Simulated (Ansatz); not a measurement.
# How fast states decay through KTlTeCl6, part 3 of 3

Aim: relax a made-up compound, KTlTeCl6, and see how good a tunnel barrier it would be. It is built by putting Tl for part of the K in the K2TeCl6 structure of space group Fm-3m, with the volume rescaled by atomic radii. The parent structure comes from the Materials Project.

Ansatz 0.2.0; LDA DFT, plane waves, PAW files (the session's first sound run).

So far. Step 5 (Decay over the two-dimensional zone): The least value on the mesh is 0.255 Å⁻¹ at +1.07 eV. At that energy the listed points give about 0.255 Å⁻¹ by interpolation, so the mesh holds no clearly slower state. Step 6 (Band edges at another level, cutoff 500 eV): The searched edges give 2.46 eV, as on the mesh.

The structure was built from a prototype and need not be the compound's stable phase.

## 7. Complex bands at another level, cutoff 500 eV

This step: r2SCAN DFT, plane waves, PAW files; complex bands by layer matching along the plane's normal (Ansatz 0.2.0).

The complex bands at that level, over its own gap, at (0, 0) and (-0.5, 0).

The input, input.yaml:

```yaml
crystal:
  lattice:
    - [6.906108751, 0.0, 0.0]
    - [3.453054375, 5.980865619, 0.0]
    - [0.0, 3.987243746, 5.638814182]
  atoms:
    - { symbol: Tl, position: [0.25, 0.5, 0.75] }
    - { symbol: K, position: [0.75, 0.5, 0.25] }
    - { symbol: Te, position: [0.0, 0.0, 0.0] }
    - { symbol: Cl, position: [0.7425292517, 0.5149414966, 0.7425292517] }
    - { symbol: Cl, position: [0.7425292517, 0.0, 0.7425292517] }
    - { symbol: Cl, position: [0.2574707483, 0.0, 0.7425292517] }
    - { symbol: Cl, position: [0.2574707483, 0.4850585034, 0.2574707483] }
    - { symbol: Cl, position: [0.2574707483, 0.0, 0.2574707483] }
    - { symbol: Cl, position: [0.7425292517, 0.0, 0.2574707483] }
kpoints:
  mp_grid: { grid: [6, 6, 6] }
scf:
  occupations: { method: fixed }
hamiltonian:
  xc: r2scan
output:
  eigenvalues: true
  transmission:
    leads: [[0, 0]]
    kpoints: [[0.0, 0.0], [-0.5, 0.0]]
    e_range: [-1.0, 3.46]
    de: 0.09
```

Run with:

```sh
$ ansatz run input.yaml --threads 2 --pin off --max-ram 4096MiB --backend cpu --events-out ev --progress --plain --runs-dir out
```

Numbers of over 12 decimals in the logs are rounded to 6 here.

Log:

```text
[...]
Crystal: 9 atoms, lattice volume = 232.908 Å³
Basis set: ecut = 500 eV, 5961 PW (Γ), exchange–correlation on 216×216×216 points (64 copies of the dense FFT grid, shifted against one another)
Bands: 49, of which v1, the nominal top of the filled ones, is band 40 counted from 1 (39 counted from 0)
Symmetry: 24 space group operations
[...]
k-points: 16 of 216 (time reversal used)
[...]
SCF iter   1: F=—  HF=-26507.587758 eV  |F-HF|=—  |Δ(HF+E_count)|=         —  Δρ=5.11e-3  dr2=5.28e-2  dr2_τ=3.21e-2  ethr=1.77e-3  ⟨swp⟩=4.3  Hψ=2975  notcnv=0  defer=100
[...]
SCF iter   7: F=-26507.625064 eV  HF=-26507.625064 eV  |F-HF|=4.13e-9  |Δ(HF+E_count)|=   1.67e-9  Δρ=2.52e-6  dr2=1.27e-8  dr2_τ=1.00e-9  ethr=1.25e-10  ⟨swp⟩=16.1  Hψ=3985  notcnv=0
SCF 1 converged in 7 iterations: F = -26507.625064 eV  dr2 = 1.27e-8
[...]
transmission: 8 of 16 steps passed
transmission: 16 of 16 steps passed
SCF converged after 7 iterations
Free energy (F): -26507.625064 eV
[...]
Internal energy: -26507.625064 eV  (E = F + TS)
E sigma→0 (E₀):  -26507.625064 eV
Fermi energy:    4.438759 eV
[...]
--- Band table (eV; the first three rows and the last of 16) ---
  k-point 0: bands = [... 36 lower, 2.8337, 3.2306, 3.2306, 3.2306, 7.4268, 7.4268, 7.4268, 9.9826, ... 5 higher]
  k-point 1: bands = [... 36 lower, 3.1254, 3.1254, 3.1640, 3.3364, 7.3104, 7.6588, 7.6588, 9.9458, ... 5 higher]
  k-point 2: bands = [... 36 lower, 2.9479, 2.9479, 2.9894, 3.8917, 7.0485, 8.0966, 8.0966, 8.9561, ... 5 higher]
  k-point 15: bands = [... 36 lower, 2.5655, 3.0023, 3.0612, 4.4307, 7.8569, 7.9685, 8.1531, 8.6715, ... 5 higher]
--- Transmission ---
  basis      : 433 plane waves across, 8 finite elements along
  points     : 2, as listed
[...]
channels       : 0.000000e0 a spin
[...]
slowest decay  : 0.2814 /Å at (-0.5000, 0.0000)
```

Run time: 2.2 min. Hardware: 2 threads of Arm Neoverse V2, shared host; peak memory 2.3 GiB.

This step gave:

* free energy: -26507.6251 eV
* level to which the leads are filled: 1.231 eV from the Fermi level
* decay constant at the filling level, zone centre: 0.3079 Å⁻¹
* decay constant at the filling level, slowest listed point: 0.2814 Å⁻¹

K parallel (0, 0); values up to 1.5 1/Å, a degenerate pair printed once or twice; energies at which all values exceed this have no row. Im kz of the slowest decaying states against energy, zero at the highest filled level on the SCF mesh:

| energy (eV) | decay 1 (Å⁻¹) | decay 2 (Å⁻¹) | decay 3 (Å⁻¹) | decay 4 (Å⁻¹) |
| --- | --- | --- | --- | --- |
| -1.00 | 0.207 | 0.225 | 0.307 | 0.424 |
| -0.82 | 0.241 | 0.257 | 0.404 | 0.446 |
| -0.64 | 0.252 | 0.288 | 0.466 | 0.471 |
| -0.46 | 0.259 | 0.310 | 0.484 | 0.524 |
| -0.28 | 0.0831 | 0.261 | 0.326 | 0.499 |
| -0.10 | 0.190 | 0.254 | 0.337 | 0.512 |
| -0.01 | 0.237 | 0.341 | 0.518 | 0.585 |
| 0.08 | 0.250 | 0.345 | 0.524 | 0.585 |
| 0.26 | 0.269 | 0.351 | 0.533 | 0.584 |
| 0.44 | 0.284 | 0.354 | 0.542 | 0.582 |
| 0.62 | 0.295 | 0.356 | 0.549 | 0.580 |
| 0.80 | 0.302 | 0.355 | 0.555 | 0.577 |
| 0.98 | 0.307 | 0.353 | 0.560 | 0.573 |
| 1.16 | 0.308 | 0.348 | 0.564 | 0.569 |
| 1.25 | 0.308 | 0.345 | 0.566 | 0.567 |
| 1.43 | 0.305 | 0.338 | 0.562 | 0.568 |
| 1.61 | 0.299 | 0.328 | 0.557 | 0.57 |
| 1.79 | 0.289 | 0.316 | 0.550 | 0.571 |
| 1.97 | 0.275 | 0.301 | 0.544 | 0.571 |
| 2.15 | 0.246 | 0.259 | 0.282 | 0.536 |
| 2.33 | 0.158 | 0.258 | 0.274 | 0.528 |
| 2.51 | 0.227 | 0.270 | 0.519 | 0.567 |
| 2.69 | 0.186 | 0.261 | 0.509 | 0.564 |
| 2.87 | 0.122 | 0.249 | 0.499 | 0.561 |
| 3.05 | 0.130 | 0.235 | 0.488 | 0.557 |
| 3.23 | 0.216 | 0.249 | 0.476 | 0.552 |
| 3.41 | 0.194 | 0.321 | 0.464 | 0.547 |

K parallel (-0.5, 0); values up to 1.5 1/Å, a degenerate pair printed once or twice; energies at which all values exceed this have no row. The Im kz of the slowest decaying states by energy, zero at the highest filled level on the SCF mesh:

| energy (eV) | decay 1 (Å⁻¹) | decay 2 (Å⁻¹) | decay 3 (Å⁻¹) | decay 4 (Å⁻¹) |
| --- | --- | --- | --- | --- |
| -1.00 | 0.246 | 0.247 | 0.273 | 0.380 |
| -0.82 | 0.255 | 0.302 | 0.310 | 0.417 |
| -0.64 | 0.251 | 0.322 | 0.35 | 0.447 |
| -0.46 | 0.180 | 0.275 | 0.336 | 0.378 |
| -0.28 | 0.288 | 0.344 | 0.399 | 0.471 |
| -0.10 | 0.296 | 0.346 | 0.415 | 0.473 |
| -0.01 | 0.299 | 0.343 | 0.422 | 0.474 |
| 0.08 | 0.209 | 0.302 | 0.331 | 0.428 |
| 0.26 | 0.305 | 0.341 | 0.437 | 0.475 |
| 0.44 | 0.306 | 0.386 | 0.444 | 0.475 |
| 0.62 | 0.304 | 0.421 | 0.448 | 0.474 |
| 0.80 | 0.301 | 0.451 | 0.461 | 0.469 |
| 0.98 | 0.295 | 0.430 | 0.452 | 0.470 |
| 1.16 | 0.287 | 0.416 | 0.451 | 0.466 |
| 1.25 | 0.281 | 0.412 | 0.450 | 0.464 |
| 1.43 | 0.269 | 0.403 | 0.446 | 0.458 |
| 1.61 | 0.253 | 0.396 | 0.441 | 0.451 |
| 1.79 | 0.233 | 0.387 | 0.433 | 0.443 |
| 1.97 | 0.206 | 0.378 | 0.423 | 0.434 |
| 2.15 | 0.170 | 0.367 | 0.411 | 0.424 |
| 2.33 | 0.115 | 0.356 | 0.396 | 0.411 |
| 2.51 | 0.343 | 0.376 | 0.398 | 0.488 |
| 2.69 | 0.328 | 0.352 | 0.382 | 0.464 |
| 2.87 | 0.311 | 0.321 | 0.364 | 0.436 |
| 3.05 | 0.278 | 0.293 | 0.343 | 0.398 |
| 3.23 | 0.215 | 0.274 | 0.318 | 0.343 |
| 3.41 | 0.0791 | 0.252 | 0.289 | 0.559 |

At the listed wavevectors the last open channel is at -0.01 eV and the next at +2.51 eV on the grid. At +1.25 eV, the grid energy nearest the filling level (the middle of the gap on the SCF mesh), the slowest state at the listed wavevectors decays with κ = 0.281 Å⁻¹, its amplitude falling by e over 3.6 Å; the first such run, plane (111), gave 0.255 Å⁻¹.

## 8. A repeat with changed settings

This step: LDA DFT, plane waves, PAW files; complex bands by layer matching along the plane's normal; changed: output.transmission.temperature = 0, scf.max_iter = 50 (Ansatz 0.2.0).

This run repeats an earlier one, its twin (the complex run, plane (111)), with two settings changed (scf.max_iter, output.transmission.temperature; files written aside). The setting was drawn as a possible misstep, on purpose. Where the input is shown as a difference, that is against the step before, not the twin.

input.yaml, as its differences from that of step 7:

```diff
@@ -19,4 +19,5 @@
   occupations: { method: fixed }
+  max_iter: 50
 hamiltonian:
-  xc: r2scan
+  xc: lda
 output:
@@ -26,3 +27,4 @@
     kpoints: [[0.0, 0.0], [-0.5, 0.0]]
-    e_range: [-1.0, 3.46]
-    de: 0.09
+    e_range: [-1.0, 3.14]
+    de: 0.08
+    temperature: 0
```

Log:

```text
Error: invalid value for `output.transmission.temperature`: must be finite and ≥ 1.2; got 0 K
```

It took 0.15 s on 2 threads; peak memory 0.094 GiB.

The input was rejected at the start.

The program's message: “Error: invalid value for `output.transmission.temperature`: must be finite and ≥ 1.2; got 0 K”

The change that led to it: output.transmission.temperature = 0.

## 9. Results

```yaml
band_gap: 2.14 eV
least_decay_constant_at_mid_gap_normal_to_111: 0.255 Å⁻¹
least_decay_constant_on_a_mesh_normal_to_111: 0.255 Å⁻¹
least_decay_constant_r2scan: 0.281 Å⁻¹
```

**Reading.** With LDA, the slowest decay at the wavevectors tried is κ = 0.255 Å⁻¹, normal to (111). Through such a film the transmission near mid-gap falls as exp(−2κd), a factor of ten every 4.5 Å. A free electron under a barrier of half the gap would need a mass of 0.23 mₑ to decay at this rate. The slowest decay isn't at the zone centre. With r2SCAN the gap goes from 2.14 to 2.46 eV and the decay constant, over the first 2 listed wavevectors, from 0.255 to 0.281 Å⁻¹. The compound is made up by substitution; its stability against other phases and against distortions of the cell's symmetry was not tested. A semilocal functional narrows gaps, while spin-orbit coupling, left out here, narrows them in compounds of heavy elements, so the error in κ can go either way.

[Logs are printed without paths, hosts, clocks, repeated set-up lines and the standing remarks that a program may print on its own settings, such as how far it seeks lower states.]

[Hosts, paths, dates, database ids (printed as entryN), source tags and the programs' standing remarks are cut or masked in the printed files.]
